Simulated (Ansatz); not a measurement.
**Ga2O3 (C2/m): the dielectric response by several routes**

Wanted: ε∞ of Ga2O3 (C2/m) from perturbation theory, a sum over states and the RPA step of G0W0, with cost.

Method: linear response on r2SCAN, plane waves, PAW, in Ansatz 0.2.0.

Most raw output is cut from this account.

## Step 1: The starting structure

It takes space group C2/m (No. 12, monoclinic). The conventional cell has a = 12.214 Å, b = 3.037 Å, c = 5.798 Å, α = 90.00°, β = 103.83°, γ = 90.00°. Ga has 4 O at 1.83 to 1.86 Å nearest. Nearest to Ga lie 6 O at 1.94 to 2.07 Å. Nearest to O lie 3 Ga at 1.83 to 1.94 Å. O has 4 Ga at 1.86 to 2.07 Å nearest. Nearest to O lie 3 Ga at 1.83 to 1.94 Å. Farther neighbours and most contacts between anions are not listed.

As a file:

```cif
data_structure
_symmetry_space_group_name_H-M 'C2/m'
_symmetry_Int_Tables_number 12
_cell_length_a 12.2140
_cell_length_b 3.0371
_cell_length_c 5.7981
_cell_angle_alpha 90.000
_cell_angle_beta 103.830
_cell_angle_gamma 90.000
_cell_volume 208.85
loop_
_atom_site_label
_atom_site_type_symbol
_atom_site_symmetry_multiplicity
_atom_site_Wyckoff_symbol
_atom_site_fract_x
_atom_site_fract_y
_atom_site_fract_z
_atom_site_occupancy
Ga1 Ga 4 i 0.09050 0.00000 0.79460 1
Ga2 Ga 4 i 0.15866 0.50000 0.31402 1
O1 O 4 i 0.16450 0.00000 0.10980 1
O2 O 4 i 0.17330 0.00000 0.56320 1
O3 O 4 i 0.49590 0.00000 0.25660 1
```

The cell and positions come from the Crystallography Open Database and are kept as given unless a step says otherwise. The default PAW set here is soft_2. Its files were made with PBE.

## Step 2: Response to a homogeneous field

ε∞ sets how strongly the crystal screens. Perturbation theory gives it with local fields and without a sum over empty bands.

This step: dielectric response by perturbation theory, r2SCAN, plane waves, PAW.

File input.yaml:

```yaml
crystal:
  lattice:
    - [6.107, -1.51855, 0.0]
    - [6.107, 1.51855, 0.0]
    - [-1.3859888959, 0.0, 5.630008738]
  atoms:
    - { symbol: Ga, position: [0.0905, 0.0905, 0.7946] }
    - { symbol: Ga, position: [0.9095, 0.9095, 0.2054] }
    - { symbol: Ga, position: [0.65866, 0.65866, 0.31402] }
    - { symbol: Ga, position: [0.34134, 0.34134, 0.68598] }
    - { symbol: O, position: [0.1645, 0.1645, 0.1098] }
    - { symbol: O, position: [0.8355, 0.8355, 0.8902] }
    - { symbol: O, position: [0.1733, 0.1733, 0.5632] }
    - { symbol: O, position: [0.8267, 0.8267, 0.4368] }
    - { symbol: O, position: [0.4959, 0.4959, 0.2566] }
    - { symbol: O, position: [0.5041, 0.5041, 0.7434] }
kpoints:
  mp_grid: { grid: [8, 8, 4] }
hamiltonian:
  xc: r2scan
scf:
  occupations: { method: fixed }
dielectric: {}
```

Run with:

```bash
ansatz run input.yaml --threads 3 --pin off --max-ram 92160MiB --backend cuda --events-out ev --progress --plain --runs-dir out --devices 1 --max-vram 13GiB  # rebuilt from the run's record
```

The job ended after 3 min (1 × NVIDIA H100 80GB HBM3 (shared by 6 runs) with 3 threads of AMD EPYC 7R13 (Zen 3), shared host; peak memory 5.5 GiB).

This step gave:

- stated error of ε∞: 0.016

One over ε∞ averages 0.27, near the quarter of exact exchange in PBE0.

High-frequency dielectric tensor:

```
3.68 0.00 0.00
0.00 3.81 0.00
0.00 0.00 3.79
```

Born effective charge (e), principal values of the symmetric part by kind of site:

```tsv
atom	atoms with these values	low	middle	high	mean
Ga1	2	2.64	2.89	3.16	2.90
Ga3	2	2.94	3.44	3.44	3.27
O5	2	-2.48	-2.11	-1.47	-2.02
O7	2	-2.48	-2.05	-1.97	-2.17
O9	2	-2.31	-2.25	-1.37	-1.98
```

In full for Ga3:

```
3.24 0.00 0.31
0.00 3.44 0.00
0.18 0.00 3.13
```

## Step 3: Independent-particle spectrum

The independent-particle spectrum shows where the oscillator strength lies, before excitons and local fields.

This step: independent-particle optics on r2SCAN, plane waves, PAW.

input.yaml: that of step 2 with these lines changed.

```diff
@@ -22,2 +22,4 @@
   occupations: { method: fixed }
-dielectric: {}
+  n_extra_bands: 71
+output:
+  optics: { e_range: [0, 25], de: 0.1, sigma: 0.2 }
```

It took 2.1 min on 1 × NVIDIA H100 80GB HBM3 (shared by 6 runs) with 3 threads; peak memory 4.5 GiB; 2.8 min of CPU time.

This step gave:

```
ε∞ without local fields (xx, yy, zz)                                   : 3.680, 3.773, 3.739
electrons in the f-sum (xx, yy, zz)                                    : 43.08, 43.09, 42.91
bands in the explicit sum (the static value is completed to all bands) : 115
```

The sum gives ε∞ = 3.68, 3.77 and 3.74 without local fields.

Independent particles, no local fields, Gaussian width 0.2 eV. The ε₂ by photon energy; read off at these points:

```tsv
photon energy (eV)	xx	yy	zz
2.50	0	0	0
3.00	0.00801	7.5e-5	0.0491
3.50	0.401	0.0136	0.529
4.00	0.764	0.305	0.712
4.50	0.894	0.812	0.800
5.00	1.05	1.07	0.961
5.50	1.19	1.25	1.21
6.00	1.31	1.42	1.29
6.50	1.48	1.60	1.42
7.00	1.83	1.94	1.89
7.50	2.16	1.75	2.54
8.00	2.67	2.29	3.94
8.20	2.66	2.49	4.37
8.50	2.58	2.74	3.58
9.00	2.86	2.92	2.70
9.50	3.38	4.13	2.86
10.00	3.59	4.70	3.58
10.20	3.56	5.04	3.99
10.50	3.33	4.80	3.49
11.00	3.19	5.13	3.11
11.20	3.33	5.45	3.03
11.50	3.38	4.75	2.86
12.00	2.89	3.12	2.72
12.50	2.64	3.28	2.54
13.00	2.98	4.01	2.76
13.50	2.63	3.39	2.82
14.00	2.88	2.74	2.81
14.50	3.25	2.74	3.07
15.00	3.22	2.90	3.08
15.30	3.29	2.78	2.96
15.50	3.15	2.56	2.86
16.00	2.54	2.29	3.01
16.50	2.42	2.09	2.80
17.00	2.48	2.02	2.56
17.50	2.81	2.11	2.47
18.00	2.26	2.19	2.01
18.50	1.78	1.70	1.73
19.00	1.54	1.48	1.60
19.50	1.62	1.70	1.45
20.00	1.53	1.51	1.47
20.50	1.38	1.22	1.34
21.00	1.22	0.935	1.21
21.50	0.963	0.762	0.918
22.00	0.816	0.726	0.793
22.50	0.801	0.632	0.818
23.00	0.733	0.529	0.752
23.50	0.741	0.523	0.714
24.00	0.646	0.491	0.623
24.50	0.570	0.441	0.570
25.00	0.604	0.467	0.581
```

Independent particles, no local fields, Gaussian width 0.2 eV. The loss function by photon energy; read off at these points:

```tsv
photon energy (eV)	xx	yy	zz
2.0	0	0	0
3.0	4.7e-4	4.5e-6	0.00268
4.0	0.0398	0.0135	0.0378
5.0	0.0559	0.0479	0.0482
6.0	0.0671	0.0633	0.0624
7.0	0.0812	0.0833	0.0714
8.0	0.115	0.0816	0.106
9.0	0.126	0.0922	0.174
10.0	0.172	0.122	0.154
11.0	0.208	0.160	0.245
12.0	0.270	0.304	0.267
13.0	0.259	0.229	0.260
14.0	0.256	0.359	0.278
15.0	0.284	0.340	0.297
16.0	0.388	0.436	0.317
17.0	0.387	0.488	0.386
18.0	0.421	0.451	0.483
19.0	0.646	0.672	0.613
20.0	0.646	0.622	0.682
21.0	0.780	0.890	0.800
22.0	1.22	1.35	1.26
23.0	1.35	1.88	1.31
24.0	1.49	1.74	1.51
24.2	1.55	1.75	1.53
24.3	1.56	1.70	1.52
25.0	1.36	1.31	1.33
```

Independent particles, no local fields, Gaussian width 0.2 eV. Table of ε₁ by photon energy:

```tsv
photon energy (eV)	xx	yy	zz
0.0	3.59	3.69	3.65
0.5	3.60	3.69	3.66
1.0	3.63	3.72	3.69
1.5	3.68	3.76	3.74
2.0	3.76	3.83	3.83
2.5	3.88	3.92	3.96
3.0	4.11	4.07	4.28
3.5	4.49	4.32	4.40
4.0	4.32	4.73	4.28
4.5	4.24	4.72	4.29
5.0	4.21	4.60	4.36
5.5	4.18	4.54	4.36
6.0	4.22	4.51	4.36
6.5	4.25	4.54	4.55
7.0	4.38	4.42	4.78
7.5	4.31	4.42	4.97
8.0	4.00	4.78	4.64
8.5	3.69	4.56	2.55
9.0	3.80	4.81	2.86
9.5	3.49	4.28	2.96
10.0	2.82	4.05	3.23
10.5	2.24	2.74	1.90
11.0	2.28	2.41	1.74
11.5	1.79	0.415	1.58
12.0	1.54	0.719	1.67
12.5	1.75	1.41	1.74
13.0	1.63	1.18	1.73
13.5	1.51	0.124	1.72
14.0	1.72	0.323	1.49
14.5	1.39	0.515	1.41
15.0	0.994	0.367	0.944
15.5	0.343	-0.0476	0.739
16.0	0.289	-0.00106	0.661
16.5	0.490	0.0630	0.0461
17.0	0.505	0.257	0.283
17.5	0.138	0.164	-0.344
18.0	-0.514	-0.253	-0.335
18.5	-0.387	-0.324	-0.235
19.0	-0.0853	-0.0844	-0.211
19.5	-0.0905	-0.116	-0.103
20.0	-0.153	-0.378	-0.0345
20.5	-0.223	-0.438	-0.207
21.0	-0.275	-0.420	-0.223
21.5	-0.273	-0.201	-0.221
22.0	-0.0773	-0.106	-0.0274
22.5	0.0106	-0.0803	0.0737
23.0	0.0733	0.0416	0.0825
23.5	0.0973	0.160	0.103
24.0	0.125	0.201	0.157
24.5	0.214	0.301	0.253
25.0	0.283	0.372	0.317
```

## Step 4: RPA screening from the G0W0 run

G0W0 replaces the xc potential by the self-energy, built once from these orbitals. Only a window of levels is corrected, while the sums run over the empty bands that the input names.

This step: G0W0 on r2SCAN, plane waves, PAW.

input.yaml: that of step 3 with these lines changed.

```diff
@@ -17,3 +17,3 @@
 kpoints:
-  mp_grid: { grid: [8, 8, 4] }
+  mp_grid: { grid: [6, 6, 4] }
 hamiltonian:
@@ -22,4 +22,7 @@
   occupations: { method: fixed }
-  n_extra_bands: 71
-output:
-  optics: { e_range: [0, 25], de: 0.1, sigma: 0.2 }
+gw:
+  n_empty_bands: 572
+  ecut_chi: 180.0
+  qp_bands: [v3, c3]
+  qp_kpoints: band_edges
+  screening: { model: contour_deformation }
```

The job ended after 8.7 min (1 × NVIDIA H100 80GB HBM3 (shared by 6 runs) with 3 threads; peak memory 5.3 GiB; 16 min of CPU time).

Numbers from this step:

```
bands summed                                 : 616
RPA ε∞ on this mesh (eigenvalues)            : 3.451, 3.554, 3.584
plane waves in the screening matrix          : 577
G0W0 gap on the mesh                         : 4.667 eV
k of the valence top                         : -0.5, -0.5, -0.5
k of the conduction bottom                   : 0, 0, 0
starting gap on the mesh                     : 3.100 eV
least direct G0W0 gap on the computed points : 4.675 eV
```

The gap on the mesh goes from 3.10 eV to 4.67 eV, a correction of +1.57 eV. Between the two edge states, bare exchange in place of the xc potential would open the gap by 9.77 eV, and correlation takes back 8.20 eV.

Mean over the mesh in bins of 0.25 1/Å. The static inverse dielectric function, diagonal by length of q+G:

```tsv
length of q+G (Å⁻¹)	static inverse dielectric function, diagonal
0.31	0.303
0.51	0.330
0.77	0.374
1.01	0.424
1.26	0.476
1.51	0.528
1.76	0.579
2.00	0.627
2.25	0.672
2.50	0.714
2.76	0.753
3.01	0.785
3.26	0.813
3.50	0.837
3.75	0.857
4.00	0.875
4.25	0.891
4.50	0.904
4.75	0.917
5.00	0.928
5.25	0.938
5.50	0.947
5.75	0.955
6.00	0.962
6.25	0.968
6.50	0.973
6.75	0.977
```

## Step 5: The values together

Times are wall times on 1 × NVIDIA H100 80GB HBM3 (shared by 6 runs) with 3 threads of AMD EPYC 7R13 (Zen 3), shared host, good to a factor of about two.

```tsv
method	mesh	ε∞, low	middle	high	mean	time
perturbation theory (local fields and xc kernel)	8×8×4 (response on 256 points)	3.68	3.79	3.81	3.76	3 min
sum over states (no local fields)	8×8×4	3.68	3.74	3.77	3.73	2.1 min
RPA with local fields, on the GW mesh	6×6×4	3.45	3.55	3.58	3.53	8.7 min
```

## Step 6: Results

| Item | Value |
| --- | --- |
| perturbation theory (local fields and xc kernel) | 3.68, 3.79, 3.81 |
| sum over states (no local fields) | 3.68, 3.74, 3.77 |
| RPA with local fields, on the GW mesh | 3.45, 3.55, 3.58 |

**Reading.** Mean Born effective charge: Ga1 2.90, Ga3 3.27, O5 -2.02, O7 -2.17, O9 -1.98 e. The most distinct maxima of the ε₂ (xx) lie at 10.0 and 15.3 eV, the highest at 10 eV. The loss function (xx) has its highest peak at 24.3 eV. The sum without local fields gives 3.73 in the mean against 3.76 by perturbation theory. The RPA values on the 6×6×4 mesh average 0.94 times those of perturbation theory (means 3.53 and 3.76). Without the xc kernel RPA should lie a little lower, as the mean does. r2SCAN usually puts the gap too low, which tends to raise ε∞. Ions are clamped, so the lattice part of the static constant is not in these numbers.

[Paths, hosts, dates, memory and timing lines, banners, echoed tables and standing remarks are left out of the program output.]

[Logs are printed without paths, hosts, clocks, repeated set-up lines and the standing remarks that a program may print on its own settings, such as how far it seeks lower states.]

[Runs of the session that timed out or met a known fault of the program may be left out.]

[Cells called generated may have been cut or substituted from an entry of the Crystallography Open Database or the Materials Project.]

[Hosts, paths, dates, database ids (printed as entryN), source tags and the programs' standing remarks are cut or masked in the printed files.]
